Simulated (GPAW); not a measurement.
The Cu L₃ edge of atom 2 in YCu (Pm-3m), with 8 Y at 2.99 Å and 6 Cu at 3.46 Å (cube and octahedron, as in bcc, site symmetry m-3m), was computed in 3 ways: excited-electron core hole (neutral cell), half core hole and no core hole. Program and functional: GPAW, LDA, Gaussian full width 0.9 eV up to 4 eV, rising linearly to 3.5 eV at 25 eV; cells of 2 and 8 atoms (the run without a hole in the smaller).

Each run is counted from its own lowest empty level or Fermi level and scaled to a mean of 1 over its first 20 eV.

```
E (eV)  run 1  run 2  run 3
  -2.0   0.00   0.00   0.00
  -1.4   0.00   0.00   0.00
  -0.8   0.03   0.03   0.02
  -0.2   0.78   0.49   0.36
   0.4   2.57   1.48   0.80
   1.0   1.60   1.01   0.61
   1.6   1.19   0.97   0.86
   2.2   1.19   1.05   0.91
   2.8   1.37   1.26   1.20
   3.4   2.13   1.78   1.36
   4.0   1.43   1.26   0.77
   4.6   0.68   0.62   0.50
   5.2   0.46   0.42   0.41
   5.8   0.32   0.37   0.39
   6.4   0.35   0.39   0.43
   7.0   0.46   0.47   0.50
   7.6   0.54   0.56   0.59
   8.2   0.66   0.69   0.83
   8.8   0.87   0.95   1.13
   9.4   1.06   1.17   1.26
  10.0   1.12   1.22   1.25
  10.6   1.05   1.17   1.21
  11.2   1.00   1.12   1.21
  11.8   0.97   1.12   1.22
  12.4   0.94   1.09   1.18
  13.0   0.90   1.03   1.11
  13.6   0.84   0.97   1.06
  14.2   0.82   0.96   1.08
  14.8   0.86   1.01   1.15
  15.4   0.92   1.06   1.19
  16.0   0.94   1.08   1.17
  16.6   0.91   1.05   1.14
  17.2   0.89   1.04   1.16
  17.8   0.92   1.08   1.24
  18.4   0.98   1.15   1.35
  19.0   1.04   1.22   1.39
  19.6   1.04   1.23   1.36
  20.2   0.99   1.17   1.26
  20.8   0.91   1.08   1.17
  21.4   0.85   1.01   1.11
  22.0   0.82   0.97   1.08
  22.6   0.80   0.95   1.07
  23.2   0.79   0.94   1.07
  23.8   0.79   0.94   1.06
  24.4   0.78   0.93   1.06
  25.0   0.78   0.93   1.08
  25.6   0.79   0.95   1.10
  26.2   0.80   0.97   1.13
  26.8   0.83   1.00   1.17
  27.4   0.85   1.03   1.21
  28.0   0.88   1.06   1.24
  28.6   0.90   1.08   1.25
  29.2   0.90   1.09   1.24
  29.8   0.89   1.07   1.21
  30.4   0.87   1.04   1.17
  31.0   0.83   1.00   1.13
  31.6   0.80   0.97   1.09
```

Question: Which run is which?

Run 1: no core hole (area from −2 to 6 eV 8.2, main maxima 0.5 eV (2.61), 3.5 eV (2.14), 9.9 eV (1.12) and 19.3 eV (1.05)). Run 2: half core hole (area from −2 to 6 eV 6.4, main maxima 0.5 eV (1.50), 3.5 eV (1.78), 9.9 eV (1.22) and 19.4 eV (1.23)). Run 3: excited-electron core hole (neutral cell) (area from −2 to 6 eV 4.9, main maxima 0.4 eV (0.80), 3.2 eV (1.42), 9.6 eV (1.26), 19.0 eV (1.39) and 28.6 eV (1.25)). With each curve scaled to its own mean, the area from −2 to 6 eV with the hole is 4.9 against 8.2, and the centre of weight from −1 to 20 eV moves by +2.0 eV (first and strongest maxima below 20 eV: 0.5 eV (2.61), 3.5 eV (2.14) and 9.9 eV (1.12) without the hole, 0.4 eV (0.80), 3.2 eV (1.42), 9.6 eV (1.26) and 19.0 eV (1.39) with it): the near-edge weight falls against the higher-lying part.

[Banner, clock and machine lines of the logs are left out without a mark of their own.]

[Logs are printed without paths, hosts, clocks, repeated set-up lines and the standing remarks that a program may print on its own settings, such as how far it seeks lower states.]

[Hosts, paths, dates, database ids (printed as entryN), source tags and the programs' standing remarks are cut or masked in the printed files.]

[Lists of maxima count a maximum above −3 eV only where it reaches 4 % of the highest in the window and stands out from its surroundings by 2 % of it (1.5 % where it reaches 55 %); shoulders and weaker maxima are passed over, and of the rest the first, up to two pre-edge ones and the few strongest are named.]
